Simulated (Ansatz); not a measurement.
# From PBE to G0W0: KCl (Sylvite), part 2 of 2

Aim: the quasiparticle gap of KCl (Sylvite), starting from PBE.

Ansatz 0.2.0; PBE, then G0W0 on it, plane waves, PAW. Known limits of the many-body steps: finite bands, screening cutoff and k mesh; no spin-orbit coupling in G0W0.

So far. Step 2 (The PBE band structure): Over mesh and path the gap is 5.189 eV, direct, at k = Γ.

In doubt: masses and optical values from hybrid runs of this build are listed as unsure (in some of the runs), which bears on the screening that GW takes from such a start.

## 3. The quasiparticle correction

G0W0 replaces the xc potential by a self-energy built once from the orbitals of the start. Levels are corrected in the window of bands that the input names, at points of the mesh.

This step: G0W0 on PBE, plane waves, PAW.

File input.yaml:

```yaml
crystal:
  lattice:
    - [0.0, 3.14647, 3.14647]
    - [3.14647, 0.0, 3.14647]
    - [3.14647, 3.14647, 0.0]
  atoms:
    - { symbol: K, position: [0.0, 0.0, 0.0] }
    - { symbol: Cl, position: [0.5, 0.5, 0.5] }
kpoints:
  mp_grid: { grid: [4, 4, 4] }
hamiltonian:
  xc: pbe
scf:
  occupations: { method: fixed }
gw:
  n_empty_bands: 400
  ecut_chi: 200.0
  qp_bands: [v2, c2]
  qp_kpoints: band_edges
  screening: { model: contour_deformation }
```

The run is started by

```bash
$ ansatz run input.yaml --threads 3 --pin off --max-ram 92160MiB --backend cuda --events-out ev --progress --plain --runs-dir out --devices 1 --max-vram 13GiB
```

Numbers of over 12 decimals in the logs are rounded to 6 here.

Log:

```text
GPUs: using 1 of 1 available (devices: 1).
[...]
GPU FFT provider: cuFFT
GPU libraries: cuBLAS 13.8.2, cuFFT 12.4.0, cuSOLVER 12.3.4
Crystal: 2 atoms, lattice volume = 62.302 Å³
Basis set: ecut = 420 eV, 1243 PW (Γ)
Bands: 12, of which v1, the nominal top of the filled ones, is band 8 counted from 1 (7 counted from 0)
Symmetry: 48 space group operations
[...]
k-points: 8 of 64
[...]
GPU buffer pool allocated for 27000 grid points (all kernels)
[...]
SCF iter   1: F=—  HF=-2621.220130 eV  |F-HF|=—  |Δ(HF+E_count)|=         —  Δρ=2.11e-4  dr2=1.54e-5  ethr=1.77e-3  ⟨swp⟩=4.4  Hψ=520  notcnv=0  defer=12
[...]
SCF iter   6: F=-2621.219872 eV  HF=-2621.219872 eV  |F-HF|=3.07e-8  |Δ(HF+E_count)|=   1.20e-7  Δρ=6.80e-6  dr2=3.83e-8  ethr=6.25e-10  ⟨swp⟩=4.4  Hψ=435  notcnv=0
SCF 1 converged in 6 iterations: F = -2621.219872 eV  dr2 = 3.83e-8
[...]
NSCF: frozen V_eff on 8 k-points
the band table was solved once the SCF had ended and its energy, with any forces and stress, was formed, with the checks that follow a solve (602 applications of the Hamiltonian). They found nothing against the state; the energy, forces and stress were not computed again (output.eigenvalues in the input reference)
[...]
G₀W₀ screening: q 1/8
[... further progress lines ...]
[...]
SCF converged after 6 iterations
Free energy (F): -2621.219872 eV
[...]
Internal energy: -2621.219872 eV  (E = F + TS)
E sigma→0 (E₀):  -2621.219872 eV
Fermi energy:    0.853681 eV
[...]
--- Band table (eV; the first three rows and the last of 8) ---
  k-point 0: bands = [... 4 lower, -9.7997, 0.8537, 0.8537, 0.8537, 6.0426, 9.2168, 9.2168, 9.2168]
  k-point 1: bands = [... 4 lower, -9.6738, 0.2677, 0.6853, 0.6853, 7.2988, 9.0094, 9.9621, 9.9621]
  k-point 2: bands = [... 4 lower, -9.5596, -0.1989, 0.5285, 0.5285, 8.4347, 9.4560, 11.3516, 11.3516]
  k-point 7: bands = [... 4 lower, -9.7107, 0.3673, 0.3817, 0.3817, 8.8818, 8.8818, 10.2917, 10.7063]
--- G₀W₀: contour deformation, 6 samples at zero and on the imaginary axis and 2 off it, 64 q-points, 400 empty bands' worth ---
  eigenvalues of the whole cell's RPA ε∞ on this k-mesh (on a slab, of 1 + 4πα/V) = 2.1726, 2.1726, 2.1726; static W/v taken at q = 0 is 0.460269
  bands read: the sum over 408 bands ends inside a degenerate multiplet in 2 slots, whose members it reads at an even weight; the widest, k=0: bands 408 to 410 (counted from 1) at 1/3 each
  gw.qp_kpoints: band_edges: 8 of 8 stored k-points solved, in 1 pass; an edge of the gap read off the rows below is read off those points alone
    ik  band        ε_KS         Σx   Σc(E_QP)       V_xc       Z   E_QP_lin       E_QP  E_QP is
     0     7      0.8537   -20.8086     2.2569   -16.3627  0.7990    -1.3961    -1.3353  root
     0     8      0.8537   -20.8086     2.2569   -16.3627  0.7990    -1.3961    -1.3353  root
     0     9      6.0426    -4.2173    -3.0720    -7.9235  0.8676     6.6796     6.6768  root
     0    10      9.2168    -4.2390    -3.4319    -9.1828  0.8598    10.7490    10.7286  root
     1     7      0.6853   -20.4939     2.2819   -16.0092  0.7986    -1.5809    -1.5173  root
     1     8      0.6853   -20.4939     2.2819   -16.0092  0.7986    -1.5809    -1.5173  root
     1     9      7.2988    -4.8886    -3.1539    -8.7549  0.8600     8.0151     8.0112  root
     1    10      9.0094    -4.2258    -3.3418    -8.8044  0.8572    10.2601    10.2462  root
     2     7      0.5285   -20.2341     2.3118   -15.7049  0.7979    -1.7554    -1.6889  root
     2     8      0.5285   -20.2341     2.3118   -15.7049  0.7979    -1.7554    -1.6889  root
     2     9      8.4347    -3.7763    -3.1087    -7.5987  0.8621     9.1525     9.1483  root
     2    10      9.4560    -5.6962    -3.5391   -10.4366  0.8427    10.6725    10.6572  root
     3     7      0.7244   -20.6288     2.2802   -16.1393  0.7990    -1.5482    -1.4849  root
     3     8      0.7244   -20.6288     2.2802   -16.1393  0.7990    -1.5482    -1.4849  root
     3     9      7.4981    -4.8466    -3.2172    -8.8575  0.8597     8.2967     8.2918  root
     3    10      8.0938    -3.5355    -3.1821    -7.8844  0.8652     9.2717     9.2606  root
     4     7      0.4560   -20.1759     2.3237   -15.6122  0.7986    -1.8524    -1.7840  root
     4     8      0.5794   -20.4003     2.3087   -15.8690  0.7984    -1.7092    -1.6432  root
     4     9      8.2400    -3.8153    -3.1779    -8.0513  0.8624     9.3074     9.2980  root
     4    10      9.1302    -5.0349    -3.3961    -9.4079  0.8506    10.1161    10.1071  root
     5     7      0.5283   -20.2822     2.3052   -15.7406  0.7993    -1.7749    -1.7080  root
     5     8      0.5418   -20.2760     2.3114   -15.7478  0.7979    -1.7413    -1.6750  root
     5     9      8.4818    -4.9399    -3.2843    -9.0915  0.8544     9.3556     9.3490  root
     5    10      8.9755    -4.2449    -3.3005    -8.6727  0.8561    10.1145    10.1028  root
     6     7      0.6308   -20.5691     2.3066   -16.0342  0.7988    -1.6632    -1.5976  root
     6     8      0.6308   -20.5691     2.3066   -16.0342  0.7988    -1.6632    -1.5976  root
     6     9      7.3802    -3.3440    -3.0584    -7.4438  0.8681     8.4299     8.4216  root
     6    10      9.1919    -4.4950    -3.4307    -9.0146  0.8600    10.2907    10.2808  root
     7     7      0.3817   -20.1252     2.3377   -15.5257  0.7992    -1.9504    -1.8801  root
     7     8      0.3817   -20.1252     2.3377   -15.5257  0.7992    -1.9504    -1.8801  root
     7     9      8.8818    -4.2775    -3.2946    -8.6986  0.8561    10.0199    10.0083  root
     7    10      8.8818    -4.2775    -3.2946    -8.6986  0.8561    10.0199    10.0083  root
```

The job ended after 11 s (1 × NVIDIA H100 80GB HBM3 (shared by 6 runs) with 3 threads of AMD EPYC 7R13 (Zen 3), shared host; peak memory 1.3 GiB; 11 s of CPU time).

This step gave:

| Property | Result |
| --- | --- |
| bands summed | 408 |
| RPA ε∞ on this mesh (eigenvalues) | 2.173, 2.173, 2.173 |
| plane waves in the screening matrix | 411 |
| q-points in the mesh | 64 |
| G0W0 gap over the corrected points | 8.012 eV |
| k of the valence top | 0, 0, 0 |
| k of the conduction bottom | 0, 0, 0 |
| starting gap on the mesh | 5.189 eV |
| Z at the valence top | 0.7990 |
| Z at the conduction bottom | 0.8676 |
| least direct G0W0 gap over the corrected points | 8.012 eV |

Over all 8 irreducible mesh points the G0W0 gap is 8.012 eV, direct, at k = Γ. The PBE gap of this run on the mesh is 5.189 eV. The two states that bound the G0W0 gap lie that far apart at the start, so the correction of the gap is 8.012 − 5.189 = +2.823 eV. The start of this run differs from the step before in mesh (6×6×6 and 4×4×4).

Labels follow the order of the start: v1 is the top filled band, c1 the lowest empty one; levels that stay degenerate share a row, the window can cut a multiplet, doubted levels are not marked in this list, bands outside the window were not corrected, and the list may be a part of the corrected levels. The levels before and after the correction (eV, zero at the valence-band top of each column):

|  | conduction bottom | valence top |
| --- | --- | --- |
| Kohn-Sham | 5.19 | 0.00 |
| G0W0 | 8.01 | 0.00 |

|  | level | occupation | energy (eV) |
| --- | --- | --- | --- |
| Kohn-Sham | Γ v2-v1 | 2 | 0.000 |
| Kohn-Sham | Γ c1 | 0 | 5.189 |
| Kohn-Sham | Γ c2 | 0 | 8.363 |
| G0W0 | Γ v2-v1 | 2 | 0.000 |
| G0W0 | Γ c1 | 0 | 8.012 |
| G0W0 | Γ c2 | 0 | 12.064 |

The parts of the quasiparticle energy for the two states that bound the G0W0 gap, in eV on the run's own scale (QP = start + Σx + Σc − Vxc, with Σc at the quasiparticle energy):

| edge | k | band | start | Σx | Σc | Vxc | Z | QP |
| --- | --- | --- | --- | --- | --- | --- | --- | --- |
| valence top | Γ | 7 | 0.854 | −20.809 | 2.257 | −16.363 | 0.799 | −1.335 |
| conduction bottom | Γ | 9 | 6.043 | −4.217 | −3.072 | −7.923 | 0.868 | 6.677 |

## 4. The runs together

Each gap is the least one over the points named; times are wall times on shared hosts, not benchmarks. A G0W0 time includes the run's own self-consistent start. Rows marked * are further runs, not shown as steps, whose inputs differ from the G0W0 step on the same start in the columns given; solver thresholds can differ too.

| level | mesh | files, cutoff | bands summed, screening | points | gap (eV) | valence top | conduction bottom | least direct gap (eV) | time |
| --- | --- | --- | --- | --- | --- | --- | --- | --- | --- |
| PBE | 6×6×6 | soft_2 PAW, 420 eV | - | mesh and path | 5.189 | Γ | Γ | 5.189 | 7.4 s |
| G0W0@PBE* | 4×4×4 | soft_2 PAW, 420 eV | 73, 60 eV | all 8 irreducible mesh points | 7.650 | Γ | Γ | 7.650 | 12 s |
| G0W0@PBE* | 4×4×4 | soft_2 PAW, 420 eV | 193, 120 eV | all 8 irreducible mesh points | 7.878 | Γ | Γ | 7.878 | 12 s |
| G0W0@PBE | 4×4×4 | soft_2 PAW, 420 eV | 408, 200 eV | all 8 irreducible mesh points | 8.012 | Γ | Γ | 8.012 | 11 s |
| G0W0@PBE* | 4×4×4 | soft_2 PAW, 420 eV | 193, 120 eV, plasmon pole | all 8 irreducible mesh points | 7.901 | Γ | Γ | 7.901 | 15 s |

## 5. Results

```yaml
pbe_gap_over_mesh_and_path: 5.189 eV, direct, at k = Γ
g0w0_pbe_gap_over_all_8_irreducible_mesh_points: 8.012 eV, direct, at k = Γ
gw_settings: 4×4×4 mesh, 400 empty bands, screening to 200 eV
known_limits: finite bands, screening cutoff and k mesh; no spin-orbit coupling in G0W0
```

What this shows: Over all 8 irreducible mesh points the G0W0 gap is 8.012 eV, direct, at k = Γ. The PBE gap of this run on the mesh is 5.189 eV. The two states that bound the G0W0 gap lie that far apart at the start, so the correction of the gap is 8.012 − 5.189 = +2.823 eV. The valence state moves by −1.335 − 0.854 = −2.189 eV and the conduction state by 6.677 − 6.043 = +0.634 eV, on the run's own scale; with 73 bands the edge states move by −1.691 and +0.770 eV, so the split between the edges depends on the bands and cutoff. Both edges that PBE shows over mesh and path lie at k points where levels were corrected. Levels at other points were not corrected, so a lower G0W0 gap elsewhere in the zone is not ruled out. From 73 bands and 60 eV to 408 bands and 200 eV the gap moves by 8.012 − 7.650 = +0.362 eV (rung by rung 7.650, 7.878, 8.012 eV); bands and screening cutoff rise together, so their parts are not told apart. A line in one over the bands through the two highest rungs gives 8.012 + (8.012 − 7.878) × 193 / (408 − 193) = 8.132 eV, and through the pair below 7.878 + (7.878 − 7.650) × 73 / (193 − 73) = 8.017 eV. The two differ by 0.115 eV, not under the 0.030 eV asked, so the law does not hold well over these rungs and the limit is not known. With the plasmon pole model in place of the contour deformation model and all else as in the G0W0@PBE row with 193 bands, the gap differs by 7.901 − 7.878 = +0.023 eV. G0W0 on other starts in this series, not shown as steps and not all at these settings: 8.490 eV on HSE06 (4×4×4, soft_2 PAW, 193 bands, 120 eV) and 8.706 eV on PBE0 (4×4×4, soft_2 PAW, 193 bands, 120 eV). The G0W0 runs are scalar-relativistic. No pair of G0W0 runs that differ in the mesh alone is shown (4×4×4 is a supercell whose nearest images lie 18 Å apart), so the error from the mesh is not known here. G0W0@PBE runs of this series with other atomic data on the same mesh, not shown as steps, give 7.878 eV (hard PAW, 660 eV, 193 bands, screening to 120 eV; the table's row with the same empty bands and screening cutoff has 7.878 eV); where bands and cutoffs differ too, the part of the files is not isolated.

[Paths, hosts, dates, memory and timing lines, banners, echoed tables and standing remarks are left out of the program output.]

[Logs are printed without paths, hosts, clocks, repeated set-up lines and the standing remarks that a program may print on its own settings, such as how far it seeks lower states.]

[Runs of the session that timed out or met a known fault of the program may be left out.]

[Cells called generated may have been cut or substituted from an entry of the Crystallography Open Database or the Materials Project.]

[Hosts, paths, dates, database ids (printed as entryN), source tags and the programs' standing remarks are cut or masked in the printed files.]

[Where an RPA ε∞ is given, it is that of the G0W0 mesh and is not shown converged in it. Names of k-points follow the symmetry that the program found, which can be lower than the space group named. Band edges on a path are those of the sampled points; other points can move an edge, and change direct to indirect where valleys lie close.]

[Hybrid gaps are those of their k-mesh and are not shown converged in it.]
